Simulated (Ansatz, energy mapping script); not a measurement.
# EuCd2P2: J from the energies of magnetic orders, part 2 of 2

Aim: the exchange couplings of EuCd2P2 from the energies of a few collinear orders, and the ordering temperature that they give.

PBEsol with U = 9.6 eV on Eu f, ortho-atomic projectors; plane waves, U on orthogonalised atomic orbitals unless named otherwise, collinear spin, no spin–orbit coupling.

So far. Step 7 (Parallel start in cell C (10 atoms)): The run ends ferromagnetic. For each magnetic atom its energy differs from the parallel run of the first cell by 3.74 meV, an error that one common reference would have brought in. Step 8 (Order 6: compensated +−, cell C of 10 atoms): The run ends antiferromagnetic, 0.42 meV a magnetic atom below the parallel order of its cell (energies taken at zero occupation width, not the printed F).

### 9. Run 7 (parallel; cell D, 15 atoms)

A new cell needs its own zero of energy.

input.yaml reads:

```yaml
crystal:
  lattice:
    - [-4.339728551, 0.0, 0.0]
    - [2.169864275, -3.758315171, -7.13261692]
    - [-1.0e-09, -7.516630342, 7.13261692]
  atoms:
    - { symbol: Eu, position: [0.333333333, 0.666666667, 0.666666667], spin: 7.0 }
    - { symbol: Eu, position: [0.666666667, 0.333333333, 0.333333333], spin: 7.0 }
    - { symbol: Eu, position: [0.0, 0.0, 0.0], spin: 7.0 }
    - { symbol: Cd, position: [0.657247384, 0.314494769, 0.676085949] }
    - { symbol: Cd, position: [0.990580717, 0.981161436, 0.342752616] }
    - { symbol: Cd, position: [0.323914051, 0.647828102, 0.009419282] }
    - { symbol: Cd, position: [0.009419283, 0.018838564, 0.657247384] }
    - { symbol: Cd, position: [0.342752616, 0.685505231, 0.323914051] }
    - { symbol: Cd, position: [0.676085949, 0.352171898, 0.990580718] }
    - { symbol: P, position: [0.526786997, 0.053573996, 0.806546336] }
    - { symbol: P, position: [0.860120331, 0.720240662, 0.473213002] }
    - { symbol: P, position: [0.193453664, 0.386907329, 0.139879669] }
    - { symbol: P, position: [0.139879669, 0.279759338, 0.526786998] }
    - { symbol: P, position: [0.473213003, 0.946426004, 0.193453664] }
    - { symbol: P, position: [0.806546336, 0.613092671, 0.860120331] }
magnetization:
  spin_polarized: true
kpoints:
  mp_grid: { grid: [7, 7, 3] }
hamiltonian:
  xc: pbesol
  hubbard:
    sites:
      - { species: Eu, l: f, u_eff: 9.6 }
      - { site: 0, l: f, u_eff: 9.6, starting_ns: [{ spin: up, occupation_matrix: eu1_major }, { spin: down, occupation_matrix: eu1_minor }] }
      - { site: 1, l: f, u_eff: 9.6, starting_ns: [{ spin: up, occupation_matrix: eu1_major }, { spin: down, occupation_matrix: eu1_minor }] }
      - { site: 2, l: f, u_eff: 9.6, starting_ns: [{ spin: up, occupation_matrix: eu1_major }, { spin: down, occupation_matrix: eu1_minor }] }
    projectors: ortho-atomic
    occupation_matrices:
      eu1_major:
        matrix:
          - [0.996, 0.0, 0.0, 0.0, 0.0, 0.0, 0.001]
          - [0.0, 0.995, 0.0, 0.0, -0.001, 0.0, 0.0]
          - [0.0, 0.0, 0.995, -0.001, 0.0, 0.0, 0.0]
          - [0.0, 0.0, -0.001, 0.994, 0.0, 0.0, 0.0]
          - [0.0, -0.001, 0.0, 0.0, 0.994, 0.0, 0.0]
          - [0.0, 0.0, 0.0, 0.0, 0.0, 0.996, 0.0]
          - [0.001, 0.0, 0.0, 0.0, 0.0, 0.0, 0.995]
      eu1_minor:
        matrix:
          - [0.001, 0.0, 0.0, 0.0, 0.0, 0.0, 0.0]
          - [0.0, 0.001, 0.0, 0.0, 0.0, 0.0, 0.0]
          - [0.0, 0.0, 0.001, 0.0, 0.0, 0.0, 0.0]
          - [0.0, 0.0, 0.0, 0.002, 0.0, 0.0, 0.0]
          - [0.0, 0.0, 0.0, 0.0, 0.002, 0.0, 0.0]
          - [0.0, 0.0, 0.0, 0.0, 0.0, 0.001, 0.0]
          - [0.0, 0.0, 0.0, 0.0, 0.0, 0.0, 0.002]
scf:
  occupations: { method: fermi_dirac, width: 0.1 }
output:
  eigenvalues: true
```

The run is started by

```
ansatz run input.yaml --threads 4 --pin off --max-ram 8192MiB --backend cpu --events-out ev --progress --plain --runs-dir out
```

It took 92 s on 4 threads of Arm Neoverse V2, shared host; peak memory 3.5 GiB; 5.9 min of CPU time.

The run ends ferromagnetic. For each magnetic atom its energy differs from the parallel run of the first cell by -0.77 meV, an error that one common reference would have brought in.

### 10. Order 8: uncompensated ++−, cell D of 15 atoms

This order reverses 2.67 of the 6 neighbours at 4.34 Å and 1.33 of the 2 neighbours at 7.13 Å, counted for an average magnetic atom.

input.yaml, as its differences from that of step 9:

```diff
@@ -8,3 +8,3 @@
     - { symbol: Eu, position: [0.666666667, 0.333333333, 0.333333333], spin: 7.0 }
-    - { symbol: Eu, position: [0.0, 0.0, 0.0], spin: 7.0 }
+    - { symbol: Eu, position: [0.0, 0.0, 0.0], spin: -7.0 }
     - { symbol: Cd, position: [0.657247384, 0.314494769, 0.676085949] }
@@ -32,3 +32,3 @@
       - { site: 1, l: f, u_eff: 9.6, starting_ns: [{ spin: up, occupation_matrix: eu1_major }, { spin: down, occupation_matrix: eu1_minor }] }
-      - { site: 2, l: f, u_eff: 9.6, starting_ns: [{ spin: up, occupation_matrix: eu1_major }, { spin: down, occupation_matrix: eu1_minor }] }
+      - { site: 2, l: f, u_eff: 9.6, starting_ns: [{ spin: up, occupation_matrix: eu1_minor }, { spin: down, occupation_matrix: eu1_major }] }
     projectors: ortho-atomic
```

It took 92 s on 4 threads; peak memory 3.7 GiB.

The run ends ferrimagnetic, 0.75 meV a magnetic atom above the parallel order of its cell (energies taken at zero occupation width, not the printed F).

### 11. Mapping onto a Heisenberg model

Each energy difference is a sum of couplings weighted by the pairs that the order reverses. A few near shells are fitted to the differences by least squares. Energies are those extrapolated to zero occupation width, not the free energies F.

The orders that converged (zero: parallel moments in the same cell):

| order | atoms | energy (meV a magnetic atom) | moments (μB) | moments kept as typed | opposed neighbours at 4.34, 7.13 Å |
| --- | --- | --- | --- | --- | --- |
| parallel in cell A | 10 | 0.00 | 6.91 | yes | 0, 0 |
| compensated +− in cell A | 10 | 1.50 | 6.91 | yes | 4, 2 |
| parallel in cell B | 10 | 0.00 | 6.91 | yes | 0, 0 |
| compensated +− in cell B | 10 | 1.23 | 6.91 | yes | 4, 0 |
| parallel in cell C | 10 | 0.00 | 6.91 | yes | 0, 0 |
| compensated +− in cell C | 10 | -0.42 | 6.91 | yes | 0, 2 |
| parallel in cell D | 15 | 0.00 | 6.91 | yes | 0, 0 |
| uncompensated ++− in cell D | 15 | 0.75 | 6.91 | yes | 2.67, 1.33 |

The Heisenberg fit (each pair counts twice, positive J is ferromagnetic):

| pair | distance (Å) | neighbours | J (meV) |
| --- | --- | --- | --- |
| Eu–Eu | 4.34 | 6 | 0.180 |
| Eu–Eu | 7.13 | 2 | -0.0518 |

Adding the shell at 7.52 Å gives 0.22, -0.048 and -0.035 meV.

Limits of this fit: it misses the energies by up to 0.26 meV, so no temperature is drawn; the parallel runs differ by 4.5 meV between cells, so mesh or basis is not converged.

### 12. Against another level

The first set of orders, under PBEsol+U (1.2 eV), took 34 min of CPU time summed over its finished orders (seed run apart), these 23 min.

| quantity | this set | first set |
| --- | --- | --- |
| J at 4.34 Å, meV | 0.180 | 1.32 |
| J at 7.13 Å, meV | -0.0518 | 0.406 |

The coupling that led in the first set goes from 1.32 to 0.180 meV.

### 13. What came out

- lowest order tried: compensated +− in cell C
- largest fitted value, Eu–Eu at 4.34 Å: 0.180 meV

Of the orders tried, EuCd2P2 prefers the order “compensated +− in cell C” under PBEsol+U (9.6 eV), with 0 of 6 neighbours at 4.34 Å and 2 of 2 neighbours at 7.13 Å opposed. The margin is only 0.42 meV a magnetic atom, within reach of the numerical errors of such runs. The coupling at 4.34 Å is 0.14 times that of the first set, at 0.66 times the CPU time. The largest fitted coupling is the Eu–Eu pair at 4.34 Å, ferromagnetic at 0.18 meV. The orders also reverse pairs at 7.52, 8.35 and 8.68 Å, which are not fitted, so the fitted values hold their part too. With 4 differences for 2 couplings the fit misses by 0.26 meV at most, which is not small: farther shells, terms beyond the Heisenberg form or the mesh can cause that. Moments change by under 0.1 % against the parallel run of the same cell, so their size stays put. The fit is in doubt: the parallel runs differ by 4.5 meV between cells, so mesh or basis is not converged. The couplings are then rough, the small ones most of all.

[Logs and program files are shortened in this print: banners, set-up blocks, solver, clock and traceback lines can be left out without a mark of their own.]

[Logs are printed without paths, hosts, clocks, repeated set-up lines and the standing remarks that a program may print on its own settings, such as how far it seeks lower states.]

[Hosts, paths, dates, database ids (printed as entryN), source tags and the programs' standing remarks are cut or masked in the printed files.]

[Where a cell is said to come from a database of computed structures, the database is the Materials Project.]
